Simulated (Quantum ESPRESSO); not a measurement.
# Dielectric function and optical constants of PbF2 (Fluorocronite), part 2 of 3

Wanted: where PbF2 (Fluorocronite) starts to absorb, how strongly, and its refractive index. The cell comes from an older database entry, whose edges can differ from later determinations, mostly by under a per cent.

Quantum ESPRESSO 7.5; DFT, PBE, plane waves with norm-conserving potentials (PseudoDojo), scalar-relativistic, independent-particle optical response without local fields and without the non-local commutator.

So far. Step 2 (Ground state): There is a gap, 4.47 eV on this mesh (points off the mesh can give less), so no carriers' term is needed.

The database entry behind the starting cell differs from later determinations by our own check (0.1 to 0.3 % short, probably kX units), so it need not match the best structure at ambient conditions.

## Step 3: Ground state with the final occupations

Level of this step: DFT, PBE, plane waves with norm-conserving potentials (PseudoDojo), scalar-relativistic, ground state (Quantum ESPRESSO).

With the gap or the metal settled, the ground state is repeated with the fitting occupations, and the later steps take its density.

scf.in

```
&control
  calculation = 'scf'
  prefix = 'x'
  outdir = './tmp'
  pseudo_dir = './'
  verbosity = 'high'
/
&system
  ibrav = 0
  nat = 3
  ntyp = 2
  ecutwfc = 90
  occupations = 'fixed'
/
&electrons
  conv_thr = 1e-09
  electron_maxstep = 100
/
ATOMIC_SPECIES
  Pb 1.0 Pb.upf
  F 1.0 F.upf
CELL_PARAMETERS angstrom
  0.000000000000 2.963660000000 2.963660000000
  2.963660000000 0.000000000000 2.963660000000
  2.963660000000 2.963660000000 0.000000000000
ATOMIC_POSITIONS crystal
  Pb 0.000000000000 0.000000000000 0.000000000000
  F 0.750000000000 0.750000000000 0.750000000000
  F 0.250000000000 0.250000000000 0.250000000000
K_POINTS automatic
  7 7 7 0 0 0
```

Launch:

```bash
$ mpirun -n 4 pw.x -nk 4 -in scf.in
```

What it wrote:

```text
[banner, memory and clock lines left out]

     using ibrav=0 with symmetry is DISCOURAGED, use correct ibrav instead

     G-vector sticks info

     bravais-lattice index     =            0
     lattice parameter (alat)  =       7.9203  a.u.
     unit-cell volume          =     351.3272 (a.u.)^3
     number of atoms/cell      =            3
     number of atomic types    =            2
     number of electrons       =        28.00
     number of Kohn-Sham states=           14
     kinetic-energy cutoff     =      90.0000  Ry
     charge density cutoff     =     360.0000  Ry
     scf convergence threshold =      1.0E-09
     mixing beta               =       0.7000
     number of iterations used =            8  plain     mixing
     Exchange-correlation= PBE
                           (   1   4   3   4   0   0   0)

     celldm(1)=   7.920311  celldm(2)=   0.000000  celldm(3)=   0.000000
     celldm(4)=   0.000000  celldm(5)=   0.000000  celldm(6)=   0.000000

     crystal axes: (cart. coord. in units of alat)
               a(1) = (   0.000000   0.707107   0.707107 )
               a(2) = (   0.707107   0.000000   0.707107 )
               a(3) = (   0.707107   0.707107   0.000000 )

     reciprocal axes: (cart. coord. in units 2 pi/alat)
               b(1) = ( -0.707107  0.707107  0.707107 )
               b(2) = (  0.707107 -0.707107  0.707107 )
               b(3) = (  0.707107  0.707107 -0.707107 )

     ./Pb.upf
     Pseudo is Norm-conserving + core correction, Zval = 14.0
     Generated using ONCVPSP code by D. R. Hamann
     Using radial grid of 1678 points,  6 beta functions with:
                l(1) =   0
                l(2) =   0
                l(3) =   1
                l(4) =   1
                l(5) =   2
                l(6) =   2

     ./F.upf
     Pseudo is Norm-conserving + core correction, Zval =  7.0
     Generated using ONCVPSP code by D. R. Hamann
     Using radial grid of  832 points,  5 beta functions with:
                l(1) =   0
                l(2) =   0
                l(3) =   1
                l(4) =   1
                l(5) =   2

     atomic species   valence    mass     pseudopotential
     Pb               14.00     1.00000     Pb( 1.00)
     F                 7.00     1.00000     F ( 1.00)

     48 Sym. Ops., with inversion, found

                                    s                        frac. trans.

     [... symmetry matrices left out ...]
   Cartesian axes

     site n.     atom                  positions (alat units)
         1        Pb     tau(   1) = (   0.0000000   0.0000000   0.0000000  )
         2        F      tau(   2) = (   1.0606602   1.0606602   1.0606602  )
         3        F      tau(   3) = (   0.3535534   0.3535534   0.3535534  )

   Crystallographic axes

     site n.     atom                  positions (cryst. coord.)
         1        Pb     tau(   1) = (  0.0000000  0.0000000  0.0000000  )
         2        F      tau(   2) = (  0.7500000  0.7500000  0.7500000  )
         3        F      tau(   3) = (  0.2500000  0.2500000  0.2500000  )

     number of k points=    20
                       cart. coord. in units 2pi/alat
        k(    1) = (   0.0000000   0.0000000   0.0000000), wk =   0.0058309
        k(    2) = (   0.1010153   0.1010153  -0.1010153), wk =   0.0466472
        k(    3) = (   0.2020305   0.2020305  -0.2020305), wk =   0.0466472
        k(    4) = (   0.3030458   0.3030458  -0.3030458), wk =   0.0466472
        k(    5) = (   0.2020305  -0.0000000   0.0000000), wk =   0.0349854
        k(    6) = (   0.3030458   0.1010153  -0.1010153), wk =   0.1399417
        k(    7) = (   0.4040610   0.2020305  -0.2020305), wk =   0.1399417
        k(    8) = (  -0.2020305  -0.4040610   0.4040610), wk =   0.1399417
        k(    9) = (  -0.1010153  -0.3030458   0.3030458), wk =   0.1399417
        k(   10) = (  -0.0000000  -0.2020305   0.2020305), wk =   0.0699708
        k(   11) = (   0.4040610  -0.0000000   0.0000000), wk =   0.0349854
        k(   12) = (   0.5050763   0.1010153  -0.1010153), wk =   0.1399417
        k(   13) = (  -0.1010153  -0.5050763   0.5050763), wk =   0.1399417
        k(   14) = (   0.0000000  -0.4040610   0.4040610), wk =   0.0699708
        k(   15) = (   0.6060915  -0.0000000   0.0000000), wk =   0.0349854
        k(   16) = (  -0.0000000  -0.6060915   0.6060915), wk =   0.0699708
[...]
cryst. coord.
[...]
k(   13) = (  -0.0000000   0.2857143  -0.4285714), wk =   0.1399417
        k(   14) = (   0.0000000   0.2857143  -0.2857143), wk =   0.0699708
        k(   15) = (   0.0000000   0.4285714   0.4285714), wk =   0.0349854
        k(   16) = (   0.0000000   0.4285714  -0.4285714), wk =   0.0699708
        k(   17) = (   0.1428571   0.2857143   0.4285714), wk =   0.1399417
        k(   18) = (   0.1428571   0.2857143  -0.4285714), wk =   0.2798834
        k(   19) = (   0.1428571   0.4285714  -0.4285714), wk =   0.1399417
        k(   20) = (   0.1428571   0.4285714  -0.2857143), wk =   0.1399417

     Dense  grid:    40677 G-vectors     FFT dimensions: (  48,  48,  48)

     Initial potential from superposition of free atoms

     starting charge      27.9978, renormalised to      28.0000
     Starting wfcs are   17 randomized atomic wfcs

     Self-consistent Calculation

     iteration #  1     ecut=    90.00 Ry     beta= 0.70
     Davidson diagonalization with overlap

            68 MiB given to the printing process from OS
            34 MiB allocation reported by mallinfo(arena+hblkhd)
------------------
     ethr =  1.00E-02,  avg # of iterations =  1.0

     total energy              =    -239.32368587 Ry
     estimated scf accuracy    <       0.49406507 Ry

     iteration #  2     ecut=    90.00 Ry     beta= 0.70
     Davidson diagonalization with overlap

            86 MiB given to the printing process from OS
            49 MiB allocation reported by mallinfo(arena+hblkhd)
------------------
     ethr =  1.76E-03,  avg # of iterations =  3.0

     total energy              =    -239.45105177 Ry
     estimated scf accuracy    <       0.61022338 Ry

     iteration #  3     ecut=    90.00 Ry     beta= 0.70
     Davidson diagonalization with overlap

            86 MiB given to the printing process from OS
            50 MiB allocation reported by mallinfo(arena+hblkhd)
------------------
     ethr =  1.76E-03,  avg # of iterations =  2.0

     total energy              =    -239.56406924 Ry
     estimated scf accuracy    <       0.00297557 Ry

     iteration #  4     ecut=    90.00 Ry     beta= 0.70
     Davidson diagonalization with overlap

            86 MiB given to the printing process from OS
            51 MiB allocation reported by mallinfo(arena+hblkhd)
------------------
     ethr =  1.06E-05,  avg # of iterations =  5.0

     total energy              =    -239.56709648 Ry
     estimated scf accuracy    <       0.00618015 Ry

     iteration #  5     ecut=    90.00 Ry     beta= 0.70
     Davidson diagonalization with overlap

            90 MiB given to the printing process from OS
            53 MiB allocation reported by mallinfo(arena+hblkhd)
------------------
     ethr =  1.06E-05,  avg # of iterations =  2.0

     total energy              =    -239.56713610 Ry
     estimated scf accuracy    <       0.00100149 Ry

     iteration #  6     ecut=    90.00 Ry     beta= 0.70
     Davidson diagonalization with overlap

            90 MiB given to the printing process from OS
            54 MiB allocation reported by mallinfo(arena+hblkhd)
------------------
     ethr =  3.58E-06,  avg # of iterations =  2.0

     total energy              =    -239.56730426 Ry
     estimated scf accuracy    <       0.00002871 Ry

     iteration #  7     ecut=    90.00 Ry     beta= 0.70
     Davidson diagonalization with overlap

            90 MiB given to the printing process from OS
            55 MiB allocation reported by mallinfo(arena+hblkhd)
------------------
     ethr =  1.03E-07,  avg # of iterations =  3.8

     total energy              =    -239.56731856 Ry
     estimated scf accuracy    <       0.00000254 Ry

     iteration #  8     ecut=    90.00 Ry     beta= 0.70
     Davidson diagonalization with overlap

            94 MiB given to the printing process from OS
            56 MiB allocation reported by mallinfo(arena+hblkhd)
------------------
     ethr =  9.05E-09,  avg # of iterations =  1.6

     total energy              =    -239.56731811 Ry
     estimated scf accuracy    <       0.00000203 Ry

     iteration #  9     ecut=    90.00 Ry     beta= 0.70
     Davidson diagonalization with overlap

            94 MiB given to the printing process from OS
            58 MiB allocation reported by mallinfo(arena+hblkhd)
------------------
     ethr =  7.27E-09,  avg # of iterations =  1.9

     total energy              =    -239.56731790 Ry
     estimated scf accuracy    <       0.00000056 Ry

     iteration # 10     ecut=    90.00 Ry     beta= 0.70
     Davidson diagonalization with overlap

            94 MiB given to the printing process from OS
            59 MiB allocation reported by mallinfo(arena+hblkhd)
------------------
     ethr =  2.01E-09,  avg # of iterations =  2.4

     total energy              =    -239.56731809 Ry
     estimated scf accuracy    <       0.00000002 Ry

     iteration # 11     ecut=    90.00 Ry     beta= 0.70
     Davidson diagonalization with overlap

            94 MiB given to the printing process from OS
            59 MiB allocation reported by mallinfo(arena+hblkhd)
------------------
     ethr =  5.57E-11,  avg # of iterations =  3.9

     total energy              =    -239.56731806 Ry
     estimated scf accuracy    <       0.00000009 Ry

     iteration # 12     ecut=    90.00 Ry     beta= 0.70
     Davidson diagonalization with overlap

            94 MiB given to the printing process from OS
            59 MiB allocation reported by mallinfo(arena+hblkhd)
------------------
     ethr =  5.57E-11,  avg # of iterations =  3.0

     End of self-consistent calculation

          k = 0.0000 0.0000 0.0000 (  5029 PWs)   bands (ev):

   -15.7591 -15.1374  -9.1024  -9.1024  -9.1024  -9.0469  -9.0469   0.6425
     2.8092   2.8092   2.8092   3.3038   3.3038   3.3038

     occupation numbers
     1.0000   1.0000   1.0000   1.0000   1.0000   1.0000   1.0000   1.0000
     1.0000   1.0000   1.0000   1.0000   1.0000   1.0000

          k = 0.1010 0.1010-0.1010 (  5041 PWs)   bands (ev):

   -15.7203 -15.1727  -9.0946  -9.0946  -9.0611  -9.0466  -9.0466   0.3119
     2.6576   2.7696   2.7696   3.2719   3.2719   3.8106

     occupation numbers
     1.0000   1.0000   1.0000   1.0000   1.0000   1.0000   1.0000   1.0000
     1.0000   1.0000   1.0000   1.0000   1.0000   1.0000

          k = 0.2020 0.2020-0.2020 (  5039 PWs)   bands (ev):

   -15.6219 -15.2608  -9.0857  -9.0857  -9.0369  -9.0369  -8.9713  -0.2413
     2.4479   2.6829   2.6829   3.2006   3.2006   4.6230

     occupation numbers
     1.0000   1.0000   1.0000   1.0000   1.0000   1.0000   1.0000   1.0000
     1.0000   1.0000   1.0000   1.0000   1.0000   1.0000

          k = 0.3030 0.3030-0.3030 (  5054 PWs)   bands (ev):

   -15.5060 -15.3659  -9.0865  -9.0865  -9.0210  -9.0210  -8.9024  -0.5888
     2.2880   2.6153   2.6153   3.1437   3.1437   5.1668

     occupation numbers
     1.0000   1.0000   1.0000   1.0000   1.0000   1.0000   1.0000   1.0000
     1.0000   1.0000   1.0000   1.0000   1.0000   1.0000

     [... further k points left out ...]

     highest occupied level (ev):     5.2663

!    total energy              =    -239.56731808 Ry
     estimated scf accuracy    <          6.3E-10 Ry

     The total energy is the sum of the following terms:
     one-electron contribution =     -78.00294385 Ry
     hartree contribution      =      58.55637998 Ry
     xc contribution           =     -62.17946647 Ry
     ewald contribution        =    -157.94128773 Ry

     convergence has been achieved in  12 iterations

     XML data file, charge density, pseudopotentials, collected wavefunctions

                                        0.00s GPU  (     224 calls)
```

It took 6.7 s on 4 MPI ranks of Arm Neoverse V2, shared host; peak memory 0.1 GiB.

## Step 4: Bands on the whole mesh, 9×9×9

At the fixed density, many empty bands are solved on the mesh of the response, since the spectrum sums over them.

This step: DFT, PBE, plane waves with norm-conserving potentials (PseudoDojo), scalar-relativistic, bands at fixed density (Quantum ESPRESSO 7.5).

nscf.in, as its differences from scf.in of step 3:

```diff
@@ -1,3 +1,3 @@
 &control
-  calculation = 'scf'
+  calculation = 'nscf'
   prefix = 'x'
@@ -5,3 +5,2 @@
   pseudo_dir = './'
-  verbosity = 'high'
 /
@@ -13,2 +12,5 @@
   occupations = 'fixed'
+  nbnd = 36
+  nosym = .true.
+  noinv = .true.
 /
@@ -17,2 +19,3 @@
   electron_maxstep = 100
+  diago_full_acc = .true.
 /
@@ -30,2 +33,2 @@
 K_POINTS automatic
-  7 7 7 0 0 0
+  9 9 9 0 0 0
```

Launch:

```bash
$ mpirun -n 4 pw.x -nk 4 -in nscf.in
```

What it wrote:

```text
[banner, memory and clock lines left out]

     Atomic positions and unit cell read from directory:

     G-vector sticks info

     bravais-lattice index     =            0
     lattice parameter (alat)  =       7.9203  a.u.
     unit-cell volume          =     351.3272 (a.u.)^3
     number of atoms/cell      =            3
     number of atomic types    =            2
     number of electrons       =        28.00
     number of Kohn-Sham states=           36
     kinetic-energy cutoff     =      90.0000  Ry
     charge density cutoff     =     360.0000  Ry
     Exchange-correlation= PBE
                           (   1   4   3   4   0   0   0)

     celldm(1)=   7.920311  celldm(2)=   0.000000  celldm(3)=   0.000000
     celldm(4)=   0.000000  celldm(5)=   0.000000  celldm(6)=   0.000000

     crystal axes: (cart. coord. in units of alat)
               a(1) = (   0.000000   0.707107   0.707107 )
               a(2) = (   0.707107   0.000000   0.707107 )
               a(3) = (   0.707107   0.707107   0.000000 )

     reciprocal axes: (cart. coord. in units 2 pi/alat)
               b(1) = ( -0.707107  0.707107  0.707107 )
               b(2) = (  0.707107 -0.707107  0.707107 )
               b(3) = (  0.707107  0.707107 -0.707107 )

     ./Pb.upf
     Pseudo is Norm-conserving + core correction, Zval = 14.0
     Generated using ONCVPSP code by D. R. Hamann
     Using radial grid of 1678 points,  6 beta functions with:
                l(1) =   0
                l(2) =   0
                l(3) =   1
                l(4) =   1
                l(5) =   2
                l(6) =   2

     ./F.upf
     Pseudo is Norm-conserving + core correction, Zval =  7.0
     Generated using ONCVPSP code by D. R. Hamann
     Using radial grid of  832 points,  5 beta functions with:
                l(1) =   0
                l(2) =   0
                l(3) =   1
                l(4) =   1
                l(5) =   2

     atomic species   valence    mass     pseudopotential
     Pb               14.00     1.00000     Pb( 1.00)
     F                 7.00     1.00000     F ( 1.00)

     No symmetry found

   Cartesian axes

     site n.     atom                  positions (alat units)
         1        Pb     tau(   1) = (   0.0000000   0.0000000   0.0000000  )
         2        F      tau(   2) = (   1.0606602   1.0606602   1.0606602  )
         3        F      tau(   3) = (   0.3535534   0.3535534   0.3535534  )

     number of k points=   729

     Number of k-points >= 100: set verbosity='high' to print them.

     Dense  grid:    40677 G-vectors     FFT dimensions: (  48,  48,  48)

     The potential is recalculated from file :

     Starting wfcs are   17 randomized atomic wfcs +   19 random wfcs

     Band Structure Calculation
     Davidson diagonalization with overlap

     ethr =  3.57E-12,  avg # of iterations = 40.9

     End of band structure calculation

     Number of k-points >= 100: set verbosity='high' to print the bands.

     highest occupied, lowest unoccupied level (ev):     5.2604    9.7262

     XML data file, pseudopotentials, collected wavefunctions

                                        0.00s GPU  (    7928 calls)

[... left out ...]
ulation
     Davidson diagonalization with overlap

     ethr =  3.57E-12,  avg # of iterations = 40.9

     End of band structure calculation

     Number of k-points >= 100: set verbosity='high' to print the bands.

     highest occupied, lowest unoccupied level (ev):     5.2604    9.7262

     XML data file, pseudopotentials, collected wavefunctions

                                        0.00s GPU  (    7928 calls)
```

Elapsed: 6 min, on 4 MPI ranks; peak memory 0.08 GiB.

(Continued in part 3 of 3.)

[Machine, clock, banner and «Message from routine» lines are left out of the logs.]

[Logs are printed without paths, hosts, clocks, repeated set-up lines and the standing remarks that a program may print on its own settings, such as how far it seeks lower states.]

[Hosts, paths, dates, database ids (printed as entryN), source tags and the programs' standing remarks are cut or masked in the printed files.]
